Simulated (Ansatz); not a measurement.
# Decaying states in the gap of BaSO, part 2 of 2

A new crystal, BaSO: structure, gap and complex bands. It is built by putting S for part of the O in the BaO2 structure of space group I4/mmm, with the volume rescaled by atomic radii. The parent structure comes from the Materials Project.

Ansatz 0.2.0; PBEsol DFT, plane waves, PAW files (the session's first sound run).

So far, gap on the k-mesh (eV): step 3 (the bulk crystal and its band edges, PBEsol) 0.904; step 4 (complex bands, plane (110), PBEsol) 0.904; step 5 (complex bands, plane (001), k-mesh 6×6×6, PBEsol) 0.904; step 6 (PBEsol norm-conserving, cutoff 1142.88 eV) 0.907.

The structure was built from a prototype and need not be the compound's stable phase.

## Step 7: Complex bands at another level, cutoff 1142.88 eV

This step: PBEsol DFT, plane waves, norm-conserving files; complex bands by layer matching along the plane's normal (Ansatz 0.2.0).

The complex bands at that level, over its own gap, at (0, 0) and (-0.5, -0.5).

Contents of input.yaml:

```yaml
crystal:
  lattice:
    - [4.729710339, 0.0, 0.0]
    - [0.834109528, 4.655579576, 0.0]
    - [1.947800405, -2.327789788, 3.035215267]
  atoms:
    - { symbol: Ba, position: [0.0254372793, 0.0254372793, 0.0] }
    - { symbol: O, position: [0.3722671397, 0.3722671397, 0.0] }
    - { symbol: S, position: [0.602295581, 0.602295581, 0.0] }
kpoints:
  mp_grid: { grid: [8, 8, 8] }
scf:
  occupations: { method: fixed }
hamiltonian:
  xc: pbesol
  pseudopotentials: { kind: nc }
output:
  eigenvalues: true
  transmission:
    leads: [[0, 0]]
    kpoints: [[0.0, 0.0], [-0.5, -0.5]]
    e_range: [-1.0, 1.91]
    de: 0.07
```

Command:

```console
$ ansatz run input.yaml --threads 2 --pin off --max-ram 4096MiB --backend cpu --events-out ev --progress --plain --runs-dir out
```

It took 65 s on 2 threads of AMD EPYC 9R45, shared host; peak memory 2 GiB.

This step gave:

```yaml
level_to_which_the_leads_are_filled: 0.4534 eV from the Fermi level
decay_constant_at_the_filling_level_zone_centre: 0.2581 Å⁻¹
decay_constant_at_the_filling_level_slowest_listed_point: 0.1767 Å⁻¹
```

K parallel (0, 0); values up to 1.5 1/Å, a degenerate pair printed once or twice; energies at which all values exceed this have no row. Im kz of the slowest decaying states against energy, zero at the highest filled level on the SCF mesh:

```tsv
energy (eV)	decay 1 (Å⁻¹)	decay 2 (Å⁻¹)	decay 3 (Å⁻¹)	decay 4 (Å⁻¹)
-1.00	0.233	0.295	0.520	0.643
-0.86	0.246	0.331	0.511	0.646
-0.72	0.255	0.356	0.502	0.650
-0.58	0.261	0.373	0.493	0.654
-0.44	0.264	0.384	0.485	0.659
-0.30	0.267	0.389	0.477	0.665
-0.16	0.0567	0.267	0.391	0.474
-0.02	0.190	0.267	0.389	0.473
0.12	0.245	0.266	0.384	0.475
0.26	0.263	0.277	0.377	0.478
0.40	0.260	0.297	0.368	0.482
0.61	0.253	0.316	0.350	0.486
0.75	0.247	0.323	0.335	0.487
0.89	0.240	0.319	0.327	0.488
1.03	0.232	0.300	0.328	0.488
1.17	0.222	0.279	0.328	0.487
1.31	0.210	0.255	0.326	0.485
1.45	0.195	0.227	0.322	0.482
1.59	0.177	0.193	0.316	0.478
1.73	0.151	0.153	0.308	0.474
1.87	0.0875	0.120	0.298	0.468
```

K parallel (-0.5, -0.5); values up to 1.5 1/Å, a degenerate pair printed once or twice; energies at which all values exceed this have no row. The Im kz of the slowest decaying states by energy, zero at the highest filled level on the SCF mesh:

```tsv
energy (eV)	decay 1 (Å⁻¹)	decay 2 (Å⁻¹)	decay 3 (Å⁻¹)	decay 4 (Å⁻¹)
-1.00	0.343	0.487	0.496	0.615
-0.86	0.347	0.496	0.534	0.556
-0.72	0.351	0.501	0.539	0.978
-0.58	0.353	0.521	0.533	0.948
-0.44	0.355	0.527	0.602	0.870
-0.30	0.357	0.521	0.691	0.829
-0.16	0.357	0.433	0.515	0.935
-0.02	0.358	0.510	0.723	1.00
0.12	0.117	0.166	0.357	0.505
0.26	0.165	0.189	0.356	0.501
0.40	0.184	0.194	0.355	0.497
0.61	0.152	0.220	0.351	0.492
0.75	0.114	0.229	0.348	0.488
0.89	0.0383	0.234	0.344	0.484
1.03	0.234	0.340	0.480	0.922
1.17	0.231	0.335	0.475	0.933
1.31	0.224	0.328	0.470	0.943
1.45	0.213	0.321	0.463	0.955
1.59	0.195	0.313	0.456	0.969
1.73	0.167	0.302	0.449	0.954
1.87	0.120	0.290	0.441	0.939
```

K parallel (-0.5, -0.5). Re kz of states that move upwards against energy, zero at the highest filled level on the SCF mesh:

```tsv
energy (eV)	channel 1 (Å⁻¹)	channel 2 (Å⁻¹)
-1.00	-0.428	-
-0.93	-0.408	-
-0.79	-0.369	-
-0.72	-0.348	-
-0.58	-0.305	-
-0.51	-0.283	-
-0.44	-0.259	-
-0.30	-0.208	-
-0.23	-0.179	-
-0.09	-0.255	-0.108
-0.02	-0.0942	-0.0500
0.12	-	-
0.19	-	-
0.26	-	-
0.40	-	-
0.47	-	-
0.61	-	-
0.68	-	-
0.75	-	-
0.89	-	-
0.96	0.0692	-
1.10	0.134	-
1.17	0.158	-
1.31	0.198	-
1.38	0.216	-
1.45	0.232	-
1.59	0.264	-
1.66	0.278	-
1.80	0.306	-
1.87	0.319	-
```

At the listed wavevectors the last open channel is at -0.02 eV and the next at +0.96 eV on the grid. At +0.47 eV, the grid energy nearest the filling level (the middle of the gap on the SCF mesh), the slowest state at the listed wavevectors decays with κ = 0.177 Å⁻¹, its amplitude falling by e over 5.7 Å; the first such run, plane (110), gave 0.176 Å⁻¹ over as many of its listed wavevectors.

## Step 8: A check of the settings

This step: PBEsol DFT, plane waves, PAW files; complex bands by layer matching along the plane's normal; changed: output.transmission.e_range = [-80, 80], output.transmission.de = 5, scf.max_iter = 75 (Ansatz 0.2.0).

This run repeats an earlier one, its twin (the complex run, plane (110)), with three settings changed (output.transmission.e_range, output.transmission.de, scf.max_iter; files written aside). The setting was drawn as a possible misstep, on purpose. Where the input is shown as a difference, that is against the step before, not the twin.

input.yaml, the sections that differ from step 7:

```yaml
scf:
  occupations: { method: fixed }
  max_iter: 75
hamiltonian:
  xc: pbesol
output:
  eigenvalues: true
  transmission:
    leads: [[0, 0]]
    kpoints: [[0.0, 0.0], [-0.5, -0.5], [0.5, 0.0]]
    e_range: [-80, 80]
    de: 5
# crystal, kpoints: as in step 7
```

Elapsed: 0.08 s, on 2 threads; peak memory 0.11 GiB.

The program refused the input before any cycle.

The program's message: “Error: inconsistent input (output.transmission.e_range, basis.ecutwfc): energies over 52 eV from the Fermi level are not served at this cutoff: ask for nearer ones, or raise it”

The change that led to it: output.transmission.e_range = [-80, 80] and output.transmission.de = 5.

## Step 9: Results

* band gap: 0.904 eV
* least decay constant at mid-gap, normal to (110): 0.176 Å⁻¹
* least decay constant at mid-gap, normal to (001): 0.228 Å⁻¹
* least decay constant, norm-conserving files: 0.177 Å⁻¹

In words: With PBEsol, the slowest decay at the wavevectors tried is κ = 0.176 Å⁻¹, normal to (110). Through such a film the transmission near mid-gap falls as exp(−2κd), a factor of ten every 6.5 Å. The decay depends on direction: 1.3 times faster normal to (001). A free electron under a barrier of half the gap would need a mass of 0.26 mₑ to decay at this rate. The slowest decay isn't at the zone centre. With norm-conserving files the gap goes from 0.904 to 0.907 eV and the decay constant, over the first 2 listed wavevectors, from 0.176 to 0.177 Å⁻¹. The compound is made up by substitution; its stability against other phases and against distortions of the cell's symmetry was not tested. A semilocal functional narrows gaps, so real decay constants are likely larger.

[Logs are printed without paths, hosts, clocks, repeated set-up lines and the standing remarks that a program may print on its own settings, such as how far it seeks lower states.]

[Hosts, paths, dates, database ids (printed as entryN), source tags and the programs' standing remarks are cut or masked in the printed files.]
